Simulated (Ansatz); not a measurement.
# λ, α²F and ρ(T) of Au-Ti-Ti-Au stack of (111) layers, part 2 of 2

Wanted: the electron–phonon coupling λ, α²F(ω) and the phonon-limited resistivity of Au-Ti-Ti-Au stack of (111) layers, on meshes from cheap to dear.

Ansatz 0.2.0; DFT LDA, scalar-relativistic, plane waves, PAW; PAW set soft_1.

So far, coupling constant λ: step 6 (electron–phonon run: q 2×2×1, k 6×6×1, scattering 12×12×1) 0.638; step 7 (k-mesh 9×9×1, q mesh 3×3×1, other occupations) 0.547; step 8 (k-mesh 9×9×1, scattering mesh 24×24×1, q mesh 3×3×1) 0.578. Also log mean phonon energy ħω_log (meV): step 6 9.01; step 7 10.2; step 8 9.99.

In doubt: the program doubts the meshes or the phonons of the coupling sums (steps 6, 7, 8), which bears on λ, Tc and transport values.

## (9) Electron–phonon run: q 3×3×1, k 12×12×1, scattering 18×18×1

The next rung changes the k mesh of the density and its response; the scattering mesh, which samples the Fermi surface.

input.yaml reads:

```yaml
crystal:
  lattice:
    - [2.9172558984, 2.8815e-06, 0.0]
    - [-1.4586304446, 2.5264162766, 0.0]
    - [0.0, 0.0, 38.1180212893]
  atoms:
    - { symbol: Au, position: [0.0, 0.0, 0.1554389952] }
    - { symbol: Ti, position: [0.3333333333, 0.6666666667, 0.2107614419] }
    - { symbol: Ti, position: [0.6666666667, 0.3333333333, 0.2656276619] }
    - { symbol: Au, position: [0.0, 0.0, 0.3209501086] }
  periodic: [true, true, false]
kpoints:
  mp_grid: { grid: [12, 12, 1] }
hamiltonian:
  xc: lda
  pseudopotentials: { kind: paw, azcp: { folder: soft_1 }, xc_functional: pbe }
scf:
  occupations: { method: methfessel_paxton, width: 0.2 }
output:
  eigenvalues: true
phonons:
  method: dfpt
  qmesh: [3, 3, 1]
  temperatures: { t_max: 1000, t_step: 50 }
  qpath:
    path:
      - [0.0, 0.0, 0.0]
      - [0.5, 0.0, 0.0]
      - [0.33333333, 0.33333333, 0.0]
      - [0.0, 0.0, 0.0]
    npoints: 10
  electrical_resistivity:
    mesh: [18, 18, 1]
    temperatures: [20.0, 50.0, 77.0, 100.0, 150.0, 200.0, 300.0, 400.0, 600.0, 800.0]
  superconductivity: { mesh: [18, 18, 1] }
```

The run is started by

```bash
> ansatz run input.yaml --threads 4 --pin off --max-ram 12288MiB --backend cpu --events-out ev --progress --plain --runs-dir out
```

The job ended after 18 min (4 threads of Arm Neoverse V1, shared host; peak memory 3.6 GiB; 72 min of CPU time).

Numbers from this step:

```yaml
zero_point_energy: 0.1097 eV/cell
highest_frequency_solved_or_plainly_interpolated: 331.1 cm⁻¹
sheet_resistance_300k: 450.8 Ω/square, mean in the plane
resistivity_at_300_k: 171.8 μΩ cm, mean of the axes, of the whole cell with its vacuum
coupling_constant_lambda: 0.5369
density_of_states_at_the_fermi_level: 1.355 states/eV a spin and cell
log_mean_phonon_energy_omega_log: 10.07 meV
transport_coupling_constant_lambda_tr: 0.5244, 0.5244, 0 (xx, yy, zz)
drude_plasma_energy: 1.975, 1.975, 0 eV (xx, yy, zz), of the whole cell with its vacuum
second_moment_phonon_energy_omega: 18.13 meV
```

Solved on the 3×3×1 mesh alone; all other wavevectors are interpolated. Phonon branches along the path, in cm⁻¹:

| point | branch 1 | branch 2 | branch 3 | branch 4 | branch 9 | branch 10 | branch 11 | branch 12 |
| --- | --- | --- | --- | --- | --- | --- | --- | --- |
| Γ | 0 | 0 | 0 | 35 | 178 | 178 | 201 | 331 |
| halfway | 30 | 48 | 49 | 67 | 187 | 209 | 261 | 320 |
| M | 44 | 56 | 64 | 74 | 234 | 239 | 304 | 319 |
| halfway | 63 | 65 | 69 | 76 | 232 | 260 | 301 | 311 |
| K | 64 | 68 | 89 | 89 | 236 | 280 | 297 | 297 |
| halfway | 41 | 54 | 62 | 66 | 185 | 233 | 269 | 316 |
| Γ | 0 | 0 | 0 | 35 | 178 | 178 | 201 | 331 |

Some states were left unconverged by the eigensolver. By its own test the run is not converged in the mesh. λ = 0.537 and 451 Ω per square at 300 K, against 0.547 and 405 in the run with q 3×3×1, k 9×9×1, scattering 12×12×1 (-1.9 % and +11.3 %). By the run's own test λ moves by 14 % between its two finest scattering meshes.

## (10) All levels side by side

Times are for 4 threads of Arm Neoverse V1, shared host. The runs compared:

| no. | run | sheet resistance 300K (Ω/square, mean in the plane) | coupling constant λ | log mean phonon energy ħω_log (meV) | time | memory (GiB) |
| --- | --- | --- | --- | --- | --- | --- |
| 1 | q 2×2×1, k 6×6×1, scattering 12×12×1 | 406.4 | 0.6384 | 9.01 | 3.3 min | 2.6 |
| 2 | q 3×3×1, k 9×9×1, scattering 12×12×1 | 405.2 | 0.5475 | 10.23 | 11 min | 3.6 |
| 3 | q 3×3×1, k 9×9×1, scattering 24×24×1 | 472.5 | 0.5784 | 9.988 | 12 min | 3.6 |
| 4 | q 3×3×1, k 12×12×1, scattering 18×18×1 | 450.8 | 0.5369 | 10.07 | 18 min | 3.6 |

The runs together, line α²F. The Eliashberg function α²F, α²F by phonon energy; read off at these points:

| phonon energy (meV) | q 2×2×1, k 6×6×1, scattering 12×12×1 | q 3×3×1, k 9×9×1, scattering 12×12×1 | q 3×3×1, k 9×9×1, scattering 24×24×1 | q 3×3×1, k 12×12×1, scattering 18×18×1 |
| --- | --- | --- | --- | --- |
| 2.0 | 0.0260 | 0.0206 | 0.0182 | 0.0249 |
| 4.0 | 0.0463 | 0.0462 | 0.0407 | 0.0406 |
| 6.0 | 0.206 | 0.164 | 0.144 | 0.121 |
| 6.9 | 0.330 | 0.167 | 0.167 | 0.139 |
| 8.0 | 0.253 | 0.277 | 0.266 | 0.242 |
| 10.0 | 0.0299 | 0.0210 | 0.0193 | 0.0167 |
| 12.0 | 0.0353 | 0.0579 | 0.0633 | 0.0551 |
| 14.0 | 0.0520 | 0.0231 | 0.0238 | 0.0270 |
| 16.0 | 0.0432 | 0.0696 | 0.0947 | 0.0689 |
| 18.0 | 0.103 | 0.0688 | 0.0795 | 0.0725 |
| 20.0 | 0.0827 | 0.0542 | 0.0722 | 0.0577 |
| 21.5 | 0.260 | 0.0580 | 0.0490 | 0.0495 |
| 22.0 | 0.244 | 0.0671 | 0.0828 | 0.0728 |
| 23.4 | 0.341 | 0.303 | 0.338 | 0.356 |
| 24.0 | 0.137 | 0.379 | 0.456 | 0.450 |
| 24.4 | 0.141 | 0.409 | 0.469 | 0.428 |
| 25.4 | 0.235 | 0.0613 | 0.0617 | 0.0706 |
| 26.0 | 0.175 | 0.0681 | 0.0713 | 0.0742 |
| 28.0 | 0.0484 | 0.217 | 0.218 | 0.209 |
| 28.3 | 0.0419 | 0.301 | 0.329 | 0.341 |
| 30.0 | 0.0809 | 0.103 | 0.127 | 0.124 |
| 32.0 | 0.0812 | 0.0788 | 0.0867 | 0.0947 |
| 34.0 | 0.0871 | 0.0760 | 0.0739 | 0.0805 |
| 36.0 | 0.0965 | 0.0716 | 0.0765 | 0.0772 |
| 38.0 | 0.0715 | 0.0604 | 0.0712 | 0.0702 |
| 40.0 | 0.0657 | 0.0277 | 0.0273 | 0.0242 |

## (11) Outcome

```json
{"run": "LDA, q 3×3×1, k 12×12×1, scattering 18×18×1", "coupling constant λ": "0.537", "log mean phonon energy ħω_log": "10.1 meV", "states at the Fermi level": "1.35 states/eV/spin/cell", "sheet resistance at 300 K": "451 Ω per square", "change between its two finest scattering meshes": "λ 14 %, resistivity at 300 K 5 %", "time of that run": "18 min"}
```

What this shows: On the last rung that gave a resistivity at the base settings (q 3×3×1, k 12×12×1, scattering 18×18×1), Au-Ti-Ti-Au stack of (111) layers has λ = 0.54 and a phonon-limited sheet resistance of 451 Ω per square at 300 K. Across the runs of step 10 the sheet resistance 300K runs from 405 Ω/square, mean in the plane (q 3×3×1, k 9×9×1, scattering 12×12×1) to 472 Ω/square, mean in the plane (q 3×3×1, k 9×9×1, scattering 24×24×1), while the wall time spans a factor of 5.6. The coupling is moderate (λ = 0.54), so phonons raise the electrons' mass at the Fermi surface by about 54 %, if this value holds on finer meshes. By the run's own test λ moves by 14 % between the two scattering meshes. Values of ρ(T) under 50 K rest on the softest modes, mostly interpolated ones, and are the least sure of the table. The high-temperature form ρ = 2π k_B T λ_tr/(ħ ε₀ ω_p²) gives 162 μΩ cm along x at 300 K, against 172 from the Boltzmann equation. By their share in the modes' patterns, Au atoms take 54 % of λ. The three lowest branches give 47 % of λ. By the run's own test, which takes the component that moves most, the resistivity at 300 K moves by 5 % between its two finest scattering meshes, so it is not converged. In the run quoted no mode is imaginary at the wavevectors of the 3×3×1 mesh; wavevectors off that mesh are interpolated. Only scattering by harmonic phonons counts; impurities, grain boundaries and thermal expansion are left out. The resistivity belongs to the whole cell, vacuum included; the sheet resistance is the quantity that does not depend on the vacuum. Spin–orbit coupling, left out here, matters for Au. The phonon runs are not spin-polarised. The PAW files were made for PBE; under other functionals the run regenerates their frozen core. The c of the given cell is the typed one; the program laid its own vacuum and ran the layer in a cell 38.1 Å high. The structure was built by hand as an ordered model, and its stability against other phases was not tested.

[Logs are printed without paths, hosts, clocks, repeated set-up lines and the standing remarks that a program may print on its own settings, such as how far it seeks lower states.]

[Hosts, paths, dates, database ids (printed as entryN), source tags and the programs' standing remarks are cut or masked in the printed files.]
